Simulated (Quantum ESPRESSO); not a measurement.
## SiC (Moissanite 3C): how pressure shifts the optical phonon

By how much does an optical zone-centre mode of SiC (Moissanite 3C) shift under hydrostatic pressure?

Main program and level: Quantum ESPRESSO 7.5; DFT LDA, scalar-relativistic, plane waves, GBRV ultrasoft pseudopotentials.

## 1. The relaxed structure

It takes space group F-43m (No. 216, cubic). Conventional cell: a = 4.328 Å, b = 4.328 Å, c = 4.328 Å, α = 90.00°, β = 90.00°, γ = 90.00°. Si has 4 C at 1.87 Å nearest. Nearest to C lie 4 Si at 1.87 Å. Farther neighbours are not listed.

Structure file:

```xyz
2
Lattice="-2.1641 0.0000 2.1641 0.0000 2.1641 2.1641 -2.1641 2.1641 0.0000" Properties=species:S:1:pos:R:3 pbc="T T T"
Si    0.0000    0.0000    0.0000
C    -1.0821    1.0821    1.0821
```

This is the cell after its relaxation at this level of theory, not the database cell from which that began.

## 2. Runs at several volumes

The relaxed cell is scaled uniformly; in this structure symmetry fixes all atoms, so nothing has to be relaxed anew. Each volume gets a ground state and a response at Γ. The mode followed is the highest one without the macroscopic field, of symmetry T2; longitudinal polar modes lie higher. Cutoff 55 Ry, k mesh 12×12×12.

From the response at V/V₀ = 0.94:

The program printed:

```text
[banners, grids, parts of the stress and lines that vanish by symmetry left out]
Program PHONON v.7.5
     Reading xml data from directory:

[...]
Exchange-correlation= PZ
                           (   1   1   0   0   0   0   0)
[...]
kinetic-energy cut-off    =      55.0000  Ry
     charge density cut-off    =     440.0000  Ry
     convergence threshold     =      1.0E-18
[...]
Exchange-correlation= PZ
                           (   1   1   0   0   0   0   0)
[...]
q = (   0.0000000   0.0000000   0.0000000 )
     25 Sym.Ops. (with q -> -q+G )
     G cutoff =  715.4995  (  19987 G-vectors)     FFT grid: ( 40, 40, 40)
     G cutoff =  357.7498  (   7119 G-vectors)  smooth grid: ( 27, 27, 27)
     number of k points=    72
[...]
Mode symmetry, T_d (-43m)  point group:
[...]
Dielectric constant
[...]
End of electric fields calculation
          Dielectric constant in cartesian axis
          (       6.787030384       0.000000000       0.000000000 )
          (       0.000000000       6.787030384       0.000000000 )
          (       0.000000000       0.000000000       6.787030384 )
          Effective charges (d Force / dE) in cartesian axis without acoustic sum rule applied (asr)
           atom    1  Si    Mean Z*:        2.77363
      Ex  (        2.77363       -0.00000       -0.00000 )
      Ey  (       -0.00000        2.77363        0.00000 )
      Ez  (       -0.00000        0.00000        2.77363 )
           atom    2  C     Mean Z*:       -2.77534
      Ex  (       -2.77534        0.00000       -0.00000 )
      Ey  (       -0.00000       -2.77534        0.00000 )
      Ez  (        0.00000        0.00000       -2.77534 )
          Effective charges Sum: Mean:       -0.00171
[...]
Effective charges (d Force / dE) in cartesian axis with asr applied:
           atom    1  Si    Mean Z*:        2.77448
[...]
atom    2  C     Mean Z*:       -2.77448
[...]
Representation #   1 modes #   1   2   3
[...]
End of self-consistent calculation
     Convergence has been achieved
     Representation #   2 modes #   4   5   6
[...]
End of self-consistent calculation
     Convergence has been achieved
[...]
Dielectric constant in cartesian axis
          (       6.787030384       0.000000000       0.000000000 )
          (       0.000000000       6.787030384       0.000000000 )
          (       0.000000000       0.000000000       6.787030384 )
          Effective charges (d Force / dE) in cartesian axis without acoustic sum rule applied (asr)
           atom    1  Si    Mean Z*:        2.77363
      Ex  (        2.77363       -0.00000       -0.00000 )
      Ey  (       -0.00000        2.77363        0.00000 )
      Ez  (       -0.00000        0.00000        2.77363 )
           atom    2  C     Mean Z*:       -2.77534
      Ex  (       -2.77534        0.00000       -0.00000 )
      Ey  (       -0.00000       -2.77534        0.00000 )
      Ez  (        0.00000        0.00000       -2.77534 )
          Effective charges Sum: Mean:       -0.00171
[...]
Effective charges (d Force / dE) in cartesian axis with asr applied:
           atom    1  Si    Mean Z*:        2.77448
[...]
atom    2  C     Mean Z*:       -2.77448
[...]
q = (    0.000000000   0.000000000   0.000000000 )
[...]
freq (    1) =      -0.160417 [THz] =      -5.350937 [cm-1]
     freq (    2) =      -0.160417 [THz] =      -5.350937 [cm-1]
     freq (    3) =      -0.160417 [THz] =      -5.350937 [cm-1]
     freq (    4) =      25.669400 [THz] =     856.239004 [cm-1]
     freq (    5) =      25.669400 [THz] =     856.239004 [cm-1]
     freq (    6) =      25.669400 [THz] =     856.239004 [cm-1]
[...]
Mode symmetry, T_d (-43m)  point group:
     freq (   1-   3) =         -5.4  [cm-1]   --> T_2  G_15 P_4   I+R
     freq (   4-   6) =        856.2  [cm-1]   --> T_2  G_15 P_4   I+R

   JOB DONE.
```

One volume, V/V₀ = 1, is held back as a test.

```
V/V₀  volume (Å³/atom)  pressure (GPa)   ω (cm⁻¹)
0.94             9.528           16.05     856.24
0.97             9.832            7.49     826.41
   1            10.136            0.09  held back
1.03            10.440           -6.31     772.04
1.06            10.744          -11.84     747.22
```

## 3. The fit

The mode Grüneisen parameter is γ = −d ln ω / d ln V.

```csv
ln(V/V₀),ln ω
-0.0619,6.7526
-0.0305,6.7171
0.0296,6.6490
0.0583,6.6164
```

A straight line through these points has the slope -1.134, so γ = 1.13; at V/V₀ = 1 it predicts ω = exp(6.6825 + 0.0000) = 798.30 cm⁻¹.

A parabola of pressure against ln V through V/V₀ = 0.97, 1 and 1.03 gives the bulk modulus B = −dP/d ln V = 230 GPa at V₀. With ω₀ from the fitted line the pressure coefficient follows as dω/dP = γ ω₀ / B = 1.13 × 798.3 / 230 = 3.94 cm⁻¹/GPa.

## 4. The run that was held back

The program printed:

```text
[banners, grids, parts of the stress and lines that vanish by symmetry left out]
[banner, memory and clock lines left out]
Program PHONON v.7.5

[...]
Exchange-correlation= PZ
                           (   1   1   0   0   0   0   0)
[...]
kinetic-energy cut-off    =      55.0000  Ry
     charge density cut-off    =     440.0000  Ry
     convergence threshold     =      1.0E-18
[...]
Exchange-correlation= PZ
                           (   1   1   0   0   0   0   0)
[...]
q = (   0.0000000   0.0000000   0.0000000 )
     25 Sym.Ops. (with q -> -q+G )
     G cutoff =  745.6313  (  21331 G-vectors)     FFT grid: ( 40, 40, 40)
     G cutoff =  372.8156  (   7631 G-vectors)  smooth grid: ( 27, 27, 27)
     number of k points=    72
[...]
Mode symmetry, T_d (-43m)  point group:
[...]
Dielectric constant
[...]
End of electric fields calculation
          Dielectric constant in cartesian axis
          (       6.924532648       0.000000000       0.000000000 )
          (       0.000000000       6.924532648       0.000000000 )
          (       0.000000000       0.000000000       6.924532648 )
          Effective charges (d Force / dE) in cartesian axis without acoustic sum rule applied (asr)
           atom    1  Si    Mean Z*:        2.73005
      Ex  (        2.73005        0.00000       -0.00000 )
      Ey  (        0.00000        2.73005       -0.00000 )
      Ez  (       -0.00000       -0.00000        2.73005 )
           atom    2  C     Mean Z*:       -2.73162
      Ex  (       -2.73162        0.00000        0.00000 )
[...]
Representation #   1 modes #   1   2   3
[...]
End of self-consistent calculation
     Convergence has been achieved
     Representation #   2 modes #   4   5   6
[...]
End of self-consistent calculation
     Convergence has been achieved
[...]
Dielectric constant in cartesian axis
          (       6.924532648       0.000000000       0.000000000 )
          (       0.000000000       6.924532648       0.000000000 )
          (       0.000000000       0.000000000       6.924532648 )
          Effective charges (d Force / dE) in cartesian axis without acoustic sum rule applied (asr)
           atom    1  Si    Mean Z*:        2.73005
      Ex  (        2.73005        0.00000       -0.00000 )
      Ey  (        0.00000        2.73005       -0.00000 )
      Ez  (       -0.00000       -0.00000        2.73005 )
           atom    2  C     Mean Z*:       -2.73162
      Ex  (       -2.73162        0.00000        0.00000 )
      Ey  (        0.00000       -2.73162        0.00000 )
      Ez  (        0.00000        0.00000       -2.73162 )
          Effective charges Sum: Mean:       -0.00156
[...]
Effective charges (d Force / dE) in cartesian axis with asr applied:
           atom    1  Si    Mean Z*:        2.73084
[...]
atom    2  C     Mean Z*:       -2.73084
[...]
q = (    0.000000000   0.000000000   0.000000000 )
[...]
freq (    1) =      -0.231784 [THz] =      -7.731488 [cm-1]
     freq (    2) =      -0.231784 [THz] =      -7.731488 [cm-1]
     freq (    3) =      -0.231784 [THz] =      -7.731488 [cm-1]
     freq (    4) =      23.934930 [THz] =     798.383342 [cm-1]
     freq (    5) =      23.934930 [THz] =     798.383342 [cm-1]
     freq (    6) =      23.934930 [THz] =     798.383342 [cm-1]
[...]
Mode symmetry, T_d (-43m)  point group:
     freq (   1-   3) =         -7.7  [cm-1]   --> T_2  G_15 P_4   I+R
     freq (   4-   6) =        798.4  [cm-1]   --> T_2  G_15 P_4   I+R
```

It gives 798.38 cm⁻¹ against the predicted 798.30 cm⁻¹, a miss of 0.08 cm⁻¹.

## 5. Results

```yaml
mode_grueneisen_parameter: 1.134
bulk_modulus: 230 GPa
pressure_coefficient: 3.94 cm⁻¹/GPa
```

**Reading.** The highest optical mode of SiC (Moissanite 3C) without the LO-TO term stiffens by 3.94 cm⁻¹ a GPa near the relaxed volume, with γ = 1.13. The power law meets all 5 runs within 0.02 %. Such a coefficient turns a measured shift of this mode into a hydrostatic stress; uniaxial or biaxial stress splits the mode and needs deformation potentials. These are harmonic values at zero temperature for the structure held cubic, which a run at Γ can't show to be stable; the bulk modulus rests on three points.

[Host names and launcher messages were left out of these logs when they were recorded.]

[Logs are printed without paths, hosts, clocks, repeated set-up lines and the standing remarks that a program may print on its own settings, such as how far it seeks lower states.]

[Hosts, paths, dates, database ids (printed as entryN), source tags and the programs' standing remarks are cut or masked in the printed files.]
